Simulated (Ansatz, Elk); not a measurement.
# How far do independent atoms describe TlHS?

The structure of TlHS used here is made up (a known structure type with other elements) and was relaxed beforehand with PBEsol. The aim is the Fourier transform of its all-electron density, F(hkl), set beside the sum over free spherical atoms that refinements use.

Calculated with Elk 11.2.3 (patched build); DFT, PBE, all-electron APW+lo, Dirac cores, scalar-relativistic bands, static density, no spin.

The structure was built from a prototype and need not be the compound's stable phase.

## (1) Starting point

The structure is orthorhombic, space group Cmcm (No. 63). The conventional cell has a = 4.602 Å, b = 6.330 Å, c = 8.530 Å, α = 90.00°, β = 90.00°, γ = 90.00°. Nearest to Tl lie 4 H at 3.20 Å and 6 S at 3.22 to 3.23 Å. Nearest to S lie 3 H at 1.37 to 2.92 Å and 6 Tl at 3.22 to 3.23 Å. Nearest to H lie 1 S at 1.37 Å. Farther neighbours and most contacts between anions are not listed.

## (2) Ground state and structure factors

An all-electron density is needed, since X-rays see the cores too. Task 0 finds the density and task 195 Fourier-transforms it; tshift is off so that phases refer to the origin typed.

elk.in

```
tasks
  0
  195

xctype
  20

spinpol
  .false.

rgkmax
  7.0

gmaxvr
  14.0

lmaxo
  7

lmaxapw
  8

swidth
  0.002

tshift
  .false.

ramdisk
  .false.

hmaxvr
  5.5

maxscl
  120

epspot
  1e-06

sppath
  './'

avec
  16.11846065403 0.00000000000 0.00000000000
  0.00000000000 5.98140372716 4.34797964061
  -0.00000000000 -5.98140372716 4.34797964061

atoms
  3
  'Tl.in'
  2
  -0.0000000000 0.5937158244 0.5937158244   0.000000 0.000000 0.000000
  0.5000000000 0.5937158244 0.5937158244   0.000000 0.000000 0.000000
  'S.in'
  2
  0.2500000000 0.2128748270 0.9744722258   0.000000 0.000000 0.000000
  0.7500000000 0.9744722258 0.2128748270   0.000000 0.000000 0.000000
  'H.in'
  2
  0.7500000000 1.1903893167 -0.0029680183   0.000000 0.000000 0.000000
  0.2500000000 -0.0029680183 1.1903893167   0.000000 0.000000 0.000000

ngridk
  3 6 6
```

Command:

```
> OMP_NUM_THREADS=4 elk
```

Numbers of over 12 decimals in the logs are rounded to 6 here.

Output:

```text
┌─────────────────────────┐
│ Elk code version 11.2.3 │
└─────────────────────────┘

All units are atomic (Hartree, Bohr, etc.)

┌─────────────────────────────────────────────────┐
│ Ground-state run starting from atomic densities │
└─────────────────────────────────────────────────┘

Lattice vectors :
   16.11846065       0.000000000       0.000000000
   0.000000000       5.981403727       4.347979641
  -0.000000000      -5.981403727       4.347979641

Reciprocal lattice vectors :
  0.3898129879      -0.000000000       0.000000000
  -0.000000000      0.5252266520      0.7225407921
   0.000000000     -0.5252266520      0.7225407921

Unit cell volume      :    838.3863097
Brillouin zone volume :   0.2958662499

Muffin-tin inner radius fraction :   0.1000000000E-01

Nuclei treated as point charges

Species : 1 (Tl)
 parameters loaded from : Tl.in
 name : thallium
 nuclear charge    :   -81.00000000
 electronic charge :    81.00000000
 atomic mass :    372567.9643
 muffin-tin radius :    2.800000000
 number of radial points in muffin-tin :   1393
 inner part over the whole radius :   0.9893942913E-02
 number on inner part of muffin-tin    :   1000
 approximate nuclear radius :   0.1043008296E-03
 number of mesh points to nuclear radius :    525
 atomic positions (lattice), magnetic fields (Cartesian) :
  1 :   0.00000000  0.59371582  0.59371582    0.00000000  0.00000000  0.00000000
  2 :   0.50000000  0.59371582  0.59371582    0.00000000  0.00000000  0.00000000

Species : 2 (S)
 parameters loaded from : S.in
 name : sulphur
 nuclear charge    :   -16.00000000
 electronic charge :    16.00000000
 atomic mass :    58450.91931
 muffin-tin radius :    1.547657535
 number of radial points in muffin-tin :    793
 inner part over the whole radius :   0.9820714067E-02
 number on inner part of muffin-tin    :    548
 approximate nuclear radius :   0.6195814986E-04
 number of mesh points to nuclear radius :    256
 atomic positions (lattice), magnetic fields (Cartesian) :
  1 :   0.25000000  0.21287483  0.97447223    0.00000000  0.00000000  0.00000000
  2 :   0.75000000  0.97447223  0.21287483    0.00000000  0.00000000  0.00000000

Species : 3 (H)
 parameters loaded from : H.in
 name : hydrogen
 nuclear charge    :   -1.000000000
 electronic charge :    1.000000000
 atomic mass :    1837.362221
 muffin-tin radius :   0.9848729768
 number of radial points in muffin-tin :    393
 inner part over the whole radius :   0.9909697093E-02
 number on inner part of muffin-tin    :    255
 approximate nuclear radius :   0.2766748019E-04
 number of mesh points to nuclear radius :     80
 atomic positions (lattice), magnetic fields (Cartesian) :
  1 :   0.75000000  0.19038932  0.99703198    0.00000000  0.00000000  0.00000000
  2 :   0.25000000  0.99703198  0.19038932    0.00000000  0.00000000  0.00000000

Total number of atoms per unit cell :    6
Total muffin-tin volume :    222.9635986
 ratio of muffin-tin to unit cell volume :   0.2659437494

Spin treatment :
 spin-unpolarised

Number of Bravais lattice symmetries :    8
Number of crystal symmetries         :    4
Crystal has no inversion symmetry
Complex Hermitian eigensolver will be used

k-point grid :      3     6     6
k-point offset :    0.000000000       0.000000000       0.000000000
k-point set is reduced with full crystal symmetry group
Total number of k-points :       42

Muffin-tin radius times maximum |G+k| :    7.000000000
 using average radius
Maximum |G+k| for APW functions       :    3.938092797
Maximum (1/2)|G+k|²                   :    7.754287440
Maximum |G| for potential and density :    14.00000000
Constant for pseudocharge density :   10
 order of it for each species :   17  17   9
 order of it for pair densities of each species (exact exchange by exxq0 0: 18) :   17   6   3
Radial integration step length :    1

G-vector grid sizes :     72    35    35
Number of G-vectors :    38911

Maximum angular momentum used for
 APW functions            :    8
 outer part of muffin-tin :    7
[...]
core                        :    144.0000000
 valence                     :    52.00000000
 interstitial                :    11.63361677
 muffin-tins (core leakage)
  species : 1 (Tl)
   atom 1                    :    79.26839268     (  0.3756431127E-04)
   atom 2                    :    79.26839268     (  0.3756431127E-04)
  species : 2 (S)
[...]
species : 3 (H)
   atom 1                    :   0.4756116226     (   0.000000000    )
   atom 2                    :   0.4756116226     (   0.000000000    )
 total in muffin-tins        :    184.3663832
 total calculated charge     :    195.9891065
 total charge                :    196.0000000
 error                       :   0.1089347964E-01

RMS change in Kohn-Sham potential (target) :    63.66500438     (  0.1000000000E-05)
Absolute change in total energy (target)   :    4.480735221     (  0.1000000000E-03)

[... loops 3 to 17 left out ...]

┌──────────────────┐
│ Loop number : 18 │
└──────────────────┘

Energies :
 Fermi                       :     0.165881
 sum of occupied eigenvalues :     -25508.409577224
 electron kinetic            :      47833.307477542
 core electron kinetic       :      47344.627255130
 Coulomb                     :     -88394.158960846
 Coulomb potential           :     -72274.699786792
 nuclear-nuclear             :     -2863.1519499031
 electron-nuclear            :     -98821.458221945
 Hartree                     :      13290.451211002
 Madelung                    :     -52256.809067450
 xc potential                :     -1067.0172679747
 exchange                    :     -804.65300828966
 correlation                 :     -11.250031773461
 electron entropic           :    -0.58288414612753E-05
 total energy                :     -41376.754529196

Density of states at Fermi energy :   0.2551881884
 (states/Hartree/unit cell)

Estimated indirect band gap :   0.1764393960E-01
 from k-point 1 to k-point 31
Estimated direct band gap   :   0.3494429514E-01
 at k-point 1

Charges :
 core                        :    144.0000000
 valence                     :    52.00000000
 interstitial                :    11.66985278
 muffin-tins (core leakage)
  species : 1 (Tl)
[...]
species : 2 (S)
[...]
species : 3 (H)
   atom 1                    :   0.4580761739     (   0.000000000    )
   atom 2                    :   0.4580761739     (   0.000000000    )
 total in muffin-tins        :    184.3301472
 total calculated charge     :    195.9891845
 total charge                :    196.0000000
 error                       :   0.1081552050E-01

RMS change in Kohn-Sham potential (target) :   0.8427446611E-06 (  0.1000000000E-05)
Absolute change in total energy (target)   :   0.7719427231E-06 (  0.1000000000E-03)

Convergence targets achieved

┌──────────────────┐
│ Loop number : 19 │
└──────────────────┘

Energies :
 Fermi                       :     0.165881
 sum of occupied eigenvalues :     -25508.409576919
 electron kinetic            :      47833.307477838
 core electron kinetic       :      47344.627255384
 Coulomb                     :     -88394.158960892
 Coulomb potential           :     -72274.699786788
 nuclear-nuclear             :     -2863.1519499031
 electron-nuclear            :     -98821.458222035
 Hartree                     :      13290.451211046
 Madelung                    :     -52256.809067498
 xc potential                :     -1067.0172679688
 exchange                    :     -804.65300829143
 correlation                 :     -11.250031773737
 electron entropic           :    -0.58288426273507E-05
 total energy                :     -41376.754528948

Density of states at Fermi energy :   0.2551882496
 (states/Hartree/unit cell)

Estimated indirect band gap :   0.1764393863E-01
 from k-point 1 to k-point 31
Estimated direct band gap   :   0.3494429401E-01
 at k-point 1

Charges :
 core                        :    144.0000000
 valence                     :    52.00000000
 interstitial                :    11.66985277
 muffin-tins (core leakage)
  species : 1 (Tl)
[...]
atom 2                    :    79.45575494     (  0.3647618616E-04)
  species : 2 (S)
   atom 1                    :    12.25124250     (  0.5259592328E-02)
   atom 2                    :    12.25124250     (  0.5259592328E-02)
  species : 3 (H)
   atom 1                    :   0.4580761740     (   0.000000000    )
   atom 2                    :   0.4580761740     (   0.000000000    )
 total in muffin-tins        :    184.3301472
 total calculated charge     :    195.9891845
 total charge                :    196.0000000
 error                       :   0.1081552048E-01

┌──────────────────────────────┐
│ Self-consistent loop stopped │
└──────────────────────────────┘

Warning : core states of species 2 leak from the muffin-tin :   0.5259592328E-02

Wrote STATE.OUT
```

Elapsed: 2.4 min, on 4 threads of AMD EPYC 7B13 (Zen 3), shared host; peak memory 0.29 GiB.

SFACRHO.OUT:

```text

h k l indices transformed by vhmat matrix:
   1.000000000       0.000000000       0.000000000    
   0.000000000       1.000000000       0.000000000    
   0.000000000       0.000000000       1.000000000    

      h      k      l  multipl.   |H|            Re(F)            Im(F)           |F|

      0      0      0      1   0.0000000       196.00000     -0.10354899E-15   196.00000    
      1      0      0      2  0.38981299     -0.15164045E-14  0.10180579E-13  0.10292894E-13
      2      0      0      2  0.77962598       121.74184     -0.12909267E-13   121.74184    
      0     -1      0      2  0.89326829      -106.10963       70.873550       127.60217    
      0      1      0      2  0.89326829      -106.10963      -70.873550       127.60217    
     -1      1      0      2  0.97461910       13.974448       9.3275592       16.801445    
      1      0     -1      2  0.97461910      -13.974448       9.3275592       16.801445    
      1     -1      0      2  0.97461910       13.974448      -9.3275592       16.801445    
     -1      0      1      2  0.97461910      -13.974448      -9.3275592       16.801445    
      0     -1      1      2   1.0504533       146.87254      0.43858297E-14   146.87254    
      1      1     -1      2   1.1204492      -23.431313      0.95471333E-14   23.431313    
      1     -1      1      2   1.1204492       23.431313      0.53715052E-14   23.431313    
     -3      0      0      2   1.1694390      0.20792430E-13 -0.29087368E-13  0.35754722E-13
     -2      0      1      2   1.1856411      -132.61584      -88.564139       159.46965    
      2      0     -1      2   1.1856411      -132.61584       88.564139       159.46965    
     -2      0     -1      2   1.1856411      -132.61584       88.564139       159.46965    
      2      0      1      2   1.1856411      -132.61584      -88.564139       159.46965    
      2     -1      1      2   1.3081547       136.06404     -0.13043867E-13   136.06404
```

Elk indexes on the primitive cell of elk.in and gives |H| = 4π sin θ/λ in inverse bohr. Below, one row stands for each form hkl of the conventional cell (m members, Friedel mates merged), F is for one primitive cell and the density is static (no thermal factor). Free-atom factors are Waasmaier and Kirfel's, and R is Σm||F|−|F'||/Σm|F|. Elk warned that it couldn't find a linearisation energy, which lowers the accuracy of some states in this run and its variants.

```csv
hkl,m,sin θ/λ (Å⁻¹),"abs F, DFT",neutral atoms,diff.,abs of complex diff.
001,2,0.059,0.000,0.000,+0.000,0.000
002,2,0.117,121.742,122.209,-0.467,0.467
110,4,0.134,127.602,128.020,-0.417,0.417
111,8,0.147,16.801,16.537,+0.264,0.264
020,2,0.158,146.873,146.755,+0.118,0.118
021,4,0.169,23.431,22.868,+0.563,0.563
003,2,0.176,0.000,0.000,+0.000,0.000
112,8,0.178,159.470,159.279,+0.191,0.191
022,4,0.197,136.064,136.231,-0.167,0.167
200,2,0.217,156.943,157.043,-0.101,0.101
113,8,0.221,13.811,13.910,-0.099,0.099
201,4,0.225,0.000,0.000,+0.000,0.000
004,2,0.234,153.258,153.380,-0.122,0.122
023,4,0.236,19.633,19.666,-0.034,0.034
202,4,0.247,109.388,109.404,-0.015,0.015
130,4,0.261,140.223,140.256,-0.033,0.033
131,8,0.267,14.201,14.359,-0.157,0.157
220,4,0.269,128.394,128.301,+0.093,0.093
114,8,0.270,111.824,111.978,-0.155,0.155
221,8,0.275,18.155,18.295,-0.140,0.140
203,4,0.280,0.000,0.000,+0.000,0.000
024,4,0.283,126.213,126.085,+0.128,0.128
```

## (3) The highest occupied states alone

An energy window below the Fermi level keeps the highest occupied states, to see at which angles they scatter; shallow core shells can lie inside it and anion s states outside. No new self-consistency is needed.

elk.in: that of step 2 with these lines changed.

```diff
@@ -1,3 +1,2 @@
 tasks
-  0
   195
@@ -40,2 +39,5 @@
 
+wsfac
+  -0.201610 0.465880
+
 sppath
```

Command:

```
> OMP_NUM_THREADS=4 elk
```

Output:

```text
┌─────────────────────────────────┐
│ Elk code version 11.2.3 started │
└─────────────────────────────────┘

Info(readinput): the functional depends on the density's gradient
 muffin-tin radial points multiplied by    2.00000
 (not where nrmtscf is given)

┌────────────────────┐
│ Current task : 195 │
└────────────────────┘
Info(checkmt): changed muffin-tin radius of species 2 (S) from   2.2000 to   1.5477
Info(checkmt): changed muffin-tin radius of species 3 (H) from   1.4000 to   0.9849

Warning(linengy): could not find 1 linearisation energies in s.c. loop 1

Info(sfacrho): density structure factors written to SFACRHO.OUT

 Energy window :  -0.2016100000      0.4658800000

┌──────────────────┐
│ Elk code stopped │
└──────────────────┘
```

Wall time 11 s (4 threads); peak memory 0.18 GiB; 14 s of CPU time.

States within 10 eV below the Fermi level hold 16.00 electrons; any levels below the window count with the cores. Their amplitudes can exceed the total, where window and core parts have opposite phase:

```csv
hkl,sin θ/λ (Å⁻¹),"abs F, window","abs F, all"
001,0.059,0.000,0.000
002,0.117,4.349,121.742
110,0.134,2.430,127.602
111,0.147,2.666,16.801
020,0.158,1.176,146.873
021,0.169,3.123,23.431
003,0.176,0.000,0.000
112,0.178,3.431,159.470
022,0.197,0.494,136.064
200,0.217,2.316,156.943
```

## (4) Another functional

The difference from free atoms is small, so it is set against the change that LDA (Perdew-Wang) makes.

elk.in: that of step 3 with these lines changed.

```diff
@@ -1,2 +1,3 @@
 tasks
+  0
   195
@@ -4,3 +5,3 @@
 xctype
-  20
+  3
 
@@ -39,5 +40,2 @@
 
-wsfac
-  -0.201610 0.465880
-
 sppath
```

Command:

```
> OMP_NUM_THREADS=4 elk
```

Output:

```text
┌─────────────────────────┐
│ Elk code version 11.2.3 │
└─────────────────────────┘

All units are atomic (Hartree, Bohr, etc.)

┌─────────────────────────────────────────────────┐
│ Ground-state run starting from atomic densities │
└─────────────────────────────────────────────────┘

Lattice vectors :
   16.11846065       0.000000000       0.000000000
   0.000000000       5.981403727       4.347979641
  -0.000000000      -5.981403727       4.347979641

Reciprocal lattice vectors :
  0.3898129879      -0.000000000       0.000000000
[...]
atom 2                    :    12.25508158     (  0.5347698594E-02)
  species : 3 (H)
   atom 1                    :   0.4417586343     (   0.000000000    )
   atom 2                    :   0.4417586343     (   0.000000000    )
 total in muffin-tins        :    184.3155066
 total calculated charge     :    195.9890262
 total charge                :    196.0000000
 error                       :   0.1097375036E-01

┌──────────────────────────────┐
│ Self-consistent loop stopped │
└──────────────────────────────┘

Warning : core states of species 2 leak from the muffin-tin :   0.5347698594E-02

Wrote STATE.OUT
[key lines of the parts left out:]
total energy                :     -41352.310925200
```

Wall time 1.8 min (4 threads); peak memory 0.27 GiB.

Against the first run R = 0.03 %; the largest change is -0.074 at 112.

## (5) Basis size

A smaller basis shows how fast F responds to it; the change is likely larger than the basis error of the first run, but doesn't show convergence.

elk.in: that of step 4 with these lines changed.

```diff
@@ -5,3 +5,3 @@
 xctype
-  3
+  20
 
@@ -11,3 +11,3 @@
 rgkmax
-  7.0
+  5.5
```

Command:

```
> OMP_NUM_THREADS=4 elk
```

Output:

```text
┌─────────────────────────┐
│ Elk code version 11.2.3 │
└─────────────────────────┘

All units are atomic (Hartree, Bohr, etc.)

┌─────────────────────────────────────────────────┐
│ Ground-state run starting from atomic densities │
└─────────────────────────────────────────────────┘

Lattice vectors :
   16.11846065       0.000000000       0.000000000
   0.000000000       5.981403727       4.347979641
  -0.000000000      -5.981403727       4.347979641

Reciprocal lattice vectors :
  0.3898129879      -0.000000000       0.000000000
[...]
atom 2                    :    12.23073688     (  0.5240918511E-02)
  species : 3 (H)
   atom 1                    :   0.4494500617     (   0.000000000    )
   atom 2                    :   0.4494500617     (   0.000000000    )
 total in muffin-tins        :    184.2683284
 total calculated charge     :    195.9892659
 total charge                :    196.0000000
 error                       :   0.1073405667E-01

┌──────────────────────────────┐
│ Self-consistent loop stopped │
└──────────────────────────────┘

Warning : core states of species 2 leak from the muffin-tin :   0.5240918511E-02

Wrote STATE.OUT
[key lines of the parts left out:]
total energy                :     -41376.730989885
```

It took 58 s on 4 threads; peak memory 0.25 GiB.

Against the first run R = 0.02 %; the largest change is +0.037 at 006.

## (6) Settings against the effect

```csv
run,R against the first run (%),"R against neutral atoms, low angle (%)",wall time
"PBE, rgkmax 7",0.00,0.20,2.4 min
LDA (Perdew-Wang),0.03,0.18,1.8 min
rgkmax 5.5,0.02,0.19,58 s
```

## (7) Results

| Quantity | Value |
| --- | --- |
| R against neutral atoms, sin θ/λ < 0.3 Å⁻¹ | 0.20 % |
| R against neutral atoms, 0.3 to 0.60 Å⁻¹ | 0.14 % |

What this shows: Independent neutral atoms miss the calculated amplitudes by R = 0.20 % below 0.3 Å⁻¹ and 0.14 % from there to 0.60 Å⁻¹; by shells, 0.53 % below 0.15 Å⁻¹ (3 forms), 0.16 % 0.15 to 0.3 (17 forms), 0.21 % 0.3 to 0.45 (43 forms), 0.10 % above 0.45 (73 forms). Bonding, aspherical density and the tables' own atoms all enter these figures, and the runs don't part them. The largest change of an amplitude is +0.56 electrons, at 021. Weak lines can change much in proportion: 041 goes from 2.25 to 1.84. The window's part falls from 16.0 electrons at the origin to at most 0.35 between 0.45 and 0.60 Å⁻¹. Below 0.3 Å⁻¹ the changes that finished (LDA (Perdew-Wang) and rgkmax 5.5) move F by R = 0.04 % at most, against the 0.20 % that separates it from free atoms. The k-mesh has no finished test. Spin-orbit coupling is left out, which can matter for elements this heavy. Part of the difference isn't bonding: the tables are fits to free atoms and ions calculated by other methods than this functional. Thermal motion, anomalous dispersion and extinction are left out.

[Logs are printed without paths, hosts, clocks, repeated set-up lines and the standing remarks that a program may print on its own settings, such as how far it seeks lower states.]

[Hosts, paths, dates, database ids (printed as entryN), source tags and the programs' standing remarks are cut or masked in the printed files.]
